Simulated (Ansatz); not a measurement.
# How fast states decay through Ag3BrCl2, part 3 of 4

Wanted: the relaxed cell of Ag3BrCl2, its band edges and its decay constants. It is built by putting Ag for Na in the Na3BrCl2 structure of space group P-3m1, with the volume rescaled by atomic radii. The parent structure comes from the Materials Project.

Ansatz 0.2.0; LDA DFT, plane waves, PAW files (the session's first sound run).

So far, gap on path (eV): step 3 (band edges) 0.487.

The structure was built from a prototype and need not be the compound's stable phase.

### 5. Decaying states in the gap, plane (100), k-mesh 8×4×8

Level of this step: LDA DFT, plane waves, PAW files; complex bands by layer matching along the plane's normal (Ansatz).

The same for the (100) plane, at (0, 0) and (0, -0.5), to see how the decay depends on direction.

input.yaml

```yaml
crystal:
  lattice:
    - [3.857002483, 0.0, 0.0]
    - [0.0, 9.326976072, 0.0]
    - [1.928501242, 0.0, 3.340262133]
  atoms:
    - { symbol: Ag, position: [0.0, 0.5, 0.0] }
    - { symbol: Ag, position: [0.3333333333, 0.1773534083, 0.3333333333] }
    - { symbol: Ag, position: [0.6666666667, 0.8226465917, 0.6666666667] }
    - { symbol: Br, position: [0.0, 0.0, 0.0] }
    - { symbol: Cl, position: [0.3333333333, 0.6601125201, 0.3333333333] }
    - { symbol: Cl, position: [0.6666666667, 0.3398874799, 0.6666666667] }
kpoints:
  mp_grid: { grid: [8, 4, 8] }
scf:
  occupations: { method: fixed }
hamiltonian:
  xc: lda
output:
  eigenvalues: true
  transmission:
    leads: [[0, 0]]
    kpoints: [[0.0, 0.0], [0.0, -0.5]]
    e_range: [-1.0, 1.49]
    de: 0.06
```

Launch:

```bash
ansatz run input.yaml --threads 2 --pin off --max-ram 4096MiB --backend cpu --events-out ev --progress --plain --runs-dir out
```

Numbers of over 12 decimals in the logs are rounded to 6 here.

Output:

```text
[...]
Crystal: 6 atoms, lattice volume = 120.163 Å³
Basis set: ecut = 420 eV, 2323 PW (Γ)
Bands: 47, of which v1, the nominal top of the filled ones, is band 39 counted from 1 (38 counted from 0)
Symmetry: 12 space group operations
[...]
k-points: 35 of 256
[...]
SCF iter   1: F=—  HF=-27158.355613 eV  |F-HF|=—  |Δ(HF+E_count)|=         —  Δρ=1.15e-2  dr2=1.38e-1  ethr=1.77e-3  ⟨swp⟩=5.1  Hψ=5065  notcnv=0  defer=202
[...]
SCF iter   7: F=-27158.312161 eV  HF=-27158.312161 eV  |F-HF|=8.84e-10  |Δ(HF+E_count)|=   1.95e-8  Δρ=3.36e-6  dr2=1.07e-8  ethr=1.28e-10  ⟨swp⟩=9.7  Hψ=6571  notcnv=0
SCF 1 converged in 7 iterations: F = -27158.312161 eV  dr2 = 1.07e-8
[...]
transmission: 6 of 12 steps passed
transmission: 12 of 12 steps passed
SCF converged after 7 iterations
Free energy (F): -27158.312161 eV
[...]
Internal energy: -27158.312161 eV  (E = F + TS)
E sigma→0 (E₀):  -27158.312161 eV
Fermi energy:    9.612521 eV
[...]
--- Band table (eV; the first three rows and the last of 35) ---
  k-point 0: bands = [... 35 lower, 9.0145, 9.0145, 9.2524, 9.2524, 10.0995, 12.8827, 13.0379, 16.4480, ... 4 higher]
  k-point 1: bands = [... 35 lower, 8.2748, 8.5568, 9.0272, 9.4731, 10.8879, 13.3969, 13.6250, 15.5890, ... 4 higher]
  k-point 2: bands = [... 35 lower, 8.1156, 8.2903, 8.5447, 9.4966, 12.3334, 12.8838, 14.5105, 15.0194, ... 4 higher]
  k-point 34: bands = [... 35 lower, 8.1824, 8.3014, 8.3249, 8.9099, 13.3715, 13.5974, 14.2619, 14.7798, ... 4 higher]
--- Transmission ---
  basis      : 315 plane waves across, 6 finite elements along
  points     : 2, as listed
[...]
crystal 0  : Ag3Cl2Br1, at the sites [0, 0], period 3.3403 Å: whole cells are its period
[...]
channels       : 0.000000e0 a spin
[...]
slowest decay  : 0.1082 /Å at (0.0000, 0.0000)
```

Elapsed: 71 s, on 2 threads of AMD EPYC 7R43, shared host; peak memory 0.94 GiB.

Numbers from this step:

- decay constant at the filling level, zone centre: 0.1082 Å⁻¹
- decay constant at the filling level, slowest listed point: 0.1082 Å⁻¹

K parallel (0, 0); values up to 1.5 1/Å, a degenerate pair printed once or twice; energies at which all values exceed this have no row. Table of Im kz of the slowest decaying states by energy, zero at the highest filled level on the SCF mesh:

```
energy (eV)  decay 1 (Å⁻¹)  decay 2 (Å⁻¹)  decay 3 (Å⁻¹)  decay 4 (Å⁻¹)
     -1.000          0.235          0.548          0.634          0.665
     -0.880         0.0394          0.231          0.527          0.644
     -0.820         0.0506          0.229          0.518          0.648
     -0.700         0.0615          0.223          0.501          0.656
     -0.580         0.0261         0.0303         0.0344         0.0545
     -0.520         0.0509         0.0552          0.112          0.212
     -0.400         0.0471         0.0589          0.175          0.202
     -0.340         0.0491          0.196          0.198          0.456
     -0.220          0.122          0.182          0.236          0.441
     -0.100          0.160          0.163          0.267          0.426
     -0.040          0.147          0.154          0.174          0.280
      0.020          0.147          0.186          0.212          0.293
      0.080          0.139          0.196          0.260          0.305
      0.200          0.120          0.212          0.327          0.333
      0.260          0.108          0.220          0.337          0.363
      0.380         0.0761          0.232          0.356          0.357
      0.500          0.243          0.338          0.372          0.456
      0.560          0.247          0.328          0.380          0.476
      0.680          0.255          0.309          0.394          0.510
      0.800          0.261          0.288          0.406          0.541
      0.860          0.264          0.277          0.412          0.556
      0.980          0.255          0.268          0.422          0.582
      1.040          0.242          0.270          0.427          0.594
      1.160          0.216          0.272          0.436          0.617
      1.280          0.184          0.273          0.444          0.637
      1.340          0.166          0.273          0.448          0.643
      1.460          0.122          0.273          0.455          0.637
```

K parallel (0, 0). Table of Re kz of states that move upwards by energy, zero at the highest filled level on the SCF mesh:

```
energy (eV)  channel 1 (Å⁻¹)  channel 2 (Å⁻¹)  channel 3 (Å⁻¹)  channel 4 (Å⁻¹)  channel 5 (Å⁻¹)  channel 6 (Å⁻¹)
     -1.000           -0.375           -0.214           -0.154            0.495            0.753            0.882
     -0.880           -0.338           -0.166           -0.123            0.542            0.828                -
     -0.760           -0.299           -0.114          -0.0880            0.599                -                -
     -0.640           -0.854           -0.256          -0.0507          -0.0416            0.682                -
     -0.520           -0.871           -0.207                -                -                -                -
     -0.400           -0.773           -0.136                -                -                -                -
     -0.280           -0.673           0.0938                -                -                -                -
     -0.160           -0.544            0.208                -                -                -                -
     -0.040                -                -                -                -                -                -
      0.020                -                -                -                -                -                -
      0.080                -                -                -                -                -                -
      0.200                -                -                -                -                -                -
      0.380                -                -                -                -                -                -
      0.500           0.0273                -                -                -                -                -
      0.620           0.0885                -                -                -                -                -
      0.740            0.124                -                -                -                -                -
      0.860            0.153                -                -                -                -                -
      0.980            0.179                -                -                -                -                -
      1.100            0.203                -                -                -                -                -
      1.220            0.225                -                -                -                -                -
      1.340            0.247                -                -                -                -                -
      1.460            0.267                -                -                -                -                -
```

K parallel (0, -0.5); values up to 1.5 1/Å, a degenerate pair printed once or twice; energies at which all values exceed this have no row. The Im kz of the slowest decaying states by energy, zero at the highest filled level on the SCF mesh:

```
energy (eV)  decay 1 (Å⁻¹)  decay 2 (Å⁻¹)  decay 3 (Å⁻¹)  decay 4 (Å⁻¹)
     -1.000          0.194          0.330          0.556          0.712
     -0.880          0.212          0.347          0.564          0.722
     -0.760          0.226          0.361          0.571          0.730
     -0.640         0.0453          0.238          0.372          0.576
     -0.520         0.0252          0.246          0.381          0.581
     -0.400          0.253          0.388          0.584          0.750
     -0.280          0.258          0.394          0.586          0.755
     -0.160          0.261          0.398          0.588          0.760
     -0.040         0.0493          0.263          0.400          0.589
      0.020         0.0384         0.0681         0.0990          0.145
      0.080         0.0758          0.130          0.135          0.220
      0.200          0.117          0.175          0.209          0.262
      0.380          0.155          0.223          0.259          0.279
      0.500          0.173          0.248          0.255          0.314
      0.620          0.187          0.250          0.270          0.343
      0.740          0.198          0.244          0.288          0.368
      0.860          0.206          0.237          0.304          0.384
      0.980          0.211          0.229          0.318          0.378
      1.100          0.208          0.234          0.332          0.369
      1.220          0.195          0.239          0.345          0.359
      1.340          0.178          0.241          0.345          0.361
      1.460          0.154          0.163          0.243          0.330
```

At the listed wavevectors the last open channel is at -0.04 eV and the next at +0.50 eV on the grid. At +0.26 eV, the grid energy nearest the filling level (the middle of the gap on the SCF mesh), the slowest state at the listed wavevectors decays with κ = 0.108 Å⁻¹, its amplitude falling by e over 9.2 Å; the first such run, plane (001), gave 0.113 Å⁻¹.

### 6. Band edges at another level, cutoff 1380 eV

This step: LDA DFT, plane waves, JTH PAW files (Ansatz 0.2.0).

The edges again with JTH files, at the same atoms. Against that run the cutoff is 1380 eV against 420.

input.yaml

```yaml
crystal:
  lattice:
    - [3.8570024835, 0.0, 0.0]
    - [-1.9285012417, 3.3402621331, 0.0]
    - [0.0, 0.0, 9.3269760717]
  atoms:
    - { symbol: Ag, position: [0.0, 0.0, 0.5] }
    - { symbol: Ag, position: [0.3333333333, 0.6666666667, 0.1773534083] }
    - { symbol: Ag, position: [0.6666666667, 0.3333333333, 0.8226465917] }
    - { symbol: Br, position: [0.0, 0.0, 0.0] }
    - { symbol: Cl, position: [0.3333333333, 0.6666666667, 0.6601125201] }
    - { symbol: Cl, position: [0.6666666667, 0.3333333333, 0.3398874799] }
kpoints:
  mp_grid: { grid: [8, 8, 4] }
  band_path: { path: [VBM, CBM], npoints: 30 }
scf:
  occupations: { method: fixed }
hamiltonian:
  xc: lda
  pseudopotentials: { kind: paw, source: jth }
output:
  eigenvalues: true
```

Output:

```text
Warning: <dir> the checks of this Ag dataset prove no rule for summing its radial tables, as where they were carried onto another mesh than they were made on, and Gregory's rule is taken, under which a leading mesh point left out moves its sums only by what lay on the interval it spanned. That does not make them correct, and they differ from Quantum ESPRESSO's on this file; a re-export a fraction of a mesh step off can move them. hamiltonian.pseudopotentials.radial_quadrature: simpson_from_first_knot sums it by `pw.x`'s rule; on a PAW file no value gives `pw.x`'s numbers. What more to know: hamiltonian.pseudopotentials.radial_quadrature, in the input reference
Warning: <dir> the checks of this Br dataset prove no rule for summing its radial tables, as where they were carried onto another mesh than they were made on, and Gregory's rule is taken, under which a leading mesh point left out moves its sums only by what lay on the interval it spanned. That does not make them correct, and they differ from Quantum ESPRESSO's on this file; a re-export a fraction of a mesh step off can move them. hamiltonian.pseudopotentials.radial_quadrature: simpson_from_first_knot sums it by `pw.x`'s rule; on a PAW file no value gives `pw.x`'s numbers. What more to know: hamiltonian.pseudopotentials.radial_quadrature, in the input reference
Warning: <dir> the checks of this Cl dataset prove no rule for summing its radial tables, as where they were carried onto another mesh than they were made on, and Gregory's rule is taken, under which a leading mesh point left out moves its sums only by what lay on the interval it spanned. That does not make them correct, and they differ from Quantum ESPRESSO's on this file; a re-export a fraction of a mesh step off can move them. hamiltonian.pseudopotentials.radial_quadrature: simpson_from_first_knot sums it by `pw.x`'s rule; on a PAW file no value gives `pw.x`'s numbers. What more to know: hamiltonian.pseudopotentials.radial_quadrature, in the input reference
[...]
Crystal: 6 atoms, lattice volume = 120.163 Å³
Basis set: ecut = 1380 eV, 13983 PW (Γ)
Bands: 33, of which v1, the nominal top of the filled ones, is band 27 counted from 1 (26 counted from 0)
Symmetry: 12 space group operations
[...]
k-points: 35 of 256
[...]
SCF iter   1: F=—  HF=-18882.613547 eV  |F-HF|=—  |Δ(HF+E_count)|=         —  Δρ=6.17e-2  dr2=6.95e0  ethr=3.10e-3  ⟨swp⟩=5.9  Hψ=5982  notcnv=0  defer=124
[...]
SCF iter  11: F=-18880.488767 eV  HF=-18880.488767 eV  |F-HF|=4.40e-8  |Δ(HF+E_count)|=   5.46e-8  Δρ=6.80e-6  dr2=5.34e-8  ethr=1.85e-10  ⟨swp⟩=1.9  Hψ=3247  notcnv=0
SCF 1 converged in 11 iterations: F = -18880.488767 eV  dr2 = 5.34e-8
[...]
SCF converged after 11 iterations
Free energy (F): -18880.488767 eV
[...]
Internal energy: -18880.488767 eV  (E = F + TS)
E sigma→0 (E₀):  -18880.488767 eV
Fermi energy:    7.963702 eV
[...]
--- Band table (eV; the first three rows and the last of 35) ---
  k-point 0: bands = [... 23 lower, 7.3667, 7.3667, 7.6045, 7.6045, 8.4446, 11.2310, 11.3839, 14.8065, ... 2 higher]
  k-point 1: bands = [... 23 lower, 6.9859, 6.9859, 7.8442, 7.8442, 8.8780, 10.7083, 11.4518, 14.8521, ... 2 higher]
  k-point 2: bands = [... 23 lower, 6.5689, 6.5689, 7.9637, 7.9637, 9.7786, 9.8010, 11.4275, 14.7552, ... 2 higher]
  k-point 34: bands = [... 23 lower, 6.5318, 6.6511, 6.6748, 7.2607, 11.7178, 11.9436, 12.6089, 13.1368, ... 2 higher]
```

It took 77 s on 2 threads; peak memory 1.1 GiB; 2.5 min of CPU time.

This step gave:

| Property | Result |
| --- | --- |
| free energy | -18880.4888 eV |
| Fermi energy | 7.964 eV |
| gap on the k-mesh | 0.4809 eV |
| gap on path | 0.4809 eV, by band count; negative where bands overlap |
| direct gap on path | 0.8344 eV |

Electronic bands along the path, in eV, zero at the Fermi level (highest filled level under fixed occupations); v1 is the highest filled band, c1 the lowest empty one:

```
  point     v4     v3     v2     v1    c1    c2    c3    c4
    VBM  -1.39  -1.39   0.00   0.00  1.81  1.84  3.46  6.79
halfway  -0.98  -0.98  -0.12  -0.12  0.91  2.74  3.49  6.89
    CBM  -0.60  -0.60  -0.36  -0.36  0.48  3.27  3.42  6.84
```

The searched edges give 0.481 eV, as on the mesh.

[end of part 3 of 4]

[Logs are printed without paths, hosts, clocks, repeated set-up lines and the standing remarks that a program may print on its own settings, such as how far it seeks lower states.]

[Hosts, paths, dates, database ids (printed as entryN), source tags and the programs' standing remarks are cut or masked in the printed files.]
